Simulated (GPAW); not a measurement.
A computed F K-edge spectrum of one site in a crystal of F and V, with its zero at a photon energy of about 678.7 eV (LDA puts this hole about 5 eV below PBE, itself good to a few eV). Method: GPAW, LDA + U, full core hole (charged cell) in a small cell, dipole transitions, broadening that rises with energy.

Energy from the lowest empty level; intensity scaled to a mean of 1 over the first 20 eV:

```csv
E (eV),intensity
-2.00,0.00
-1.25,0.00
-0.50,0.00
0.25,0.01
1.00,0.11
1.75,1.02
2.50,1.43
3.25,1.12
4.00,1.01
4.75,0.15
5.50,0.26
6.25,0.44
7.00,0.76
7.75,1.23
8.50,1.55
9.25,1.73
10.00,1.84
10.75,1.78
11.50,1.82
12.25,1.69
13.00,1.33
13.75,1.10
14.50,1.00
15.25,0.88
16.00,0.77
16.75,0.69
17.50,0.68
18.25,0.74
19.00,0.80
19.75,0.79
20.50,0.69
21.25,0.58
22.00,0.52
22.75,0.55
23.50,0.63
24.25,0.73
25.00,0.82
25.75,0.91
26.50,0.99
27.25,1.03
28.00,1.05
28.75,1.08
29.50,1.15
30.25,1.24
31.00,1.34
31.75,1.42
```

Question: Which coordination does this site have?

A K edge sees empty p states; the first features are F p mixed into the empty d states of the V neighbours, and the broad ones above probably into the cations' higher empty bands. It is atom 3 of VF3 (P-1), with 1 V at 1.92 Å and 1 V at 1.96 Å (bent, 143°, site symmetry 1). Its main maxima below 24 eV lie at 2.3 eV (1.57), 3.6 eV (1.42), 10.0 eV (1.84), 11.6 eV (1.82) and 19.3 eV (0.81). A near-edge spectrum doesn't fix the structure by itself; it is matched against candidates. The hole lies in one spin channel, while the script sums the empty states of both and takes the lower zero; where the two channels are split, this blurs and shifts the curve. The crystal has 3 inequivalent F sites and not all are shown here, while a measurement adds them all. The spins start antiferromagnetically in a simple order, which needn't be the measured one; gap and edge can depend on it. The holes are only 5.1 Å apart, so the shape is probably not converged with cell size; no larger cell was run here. The mesh is coarse (0.38 Å⁻¹ between points), so small maxima may be mesh ripples. The structure is a computed Materials Project entry and may be a hypothetical form.

[Banner, clock and machine lines of the logs are left out without a mark of their own.]

[Logs are printed without paths, hosts, clocks, repeated set-up lines and the standing remarks that a program may print on its own settings, such as how far it seeks lower states.]

[Hosts, paths, dates, database ids (printed as entryN), source tags and the programs' standing remarks are cut or masked in the printed files.]

[Lists of maxima count a maximum above −3 eV only where it reaches 4 % of the highest in the window and stands out from its surroundings by 2 % of it (1.5 % where it reaches 55 %); shoulders and weaker maxima are passed over, and of the rest the first, up to two pre-edge ones and the few strongest are named.]
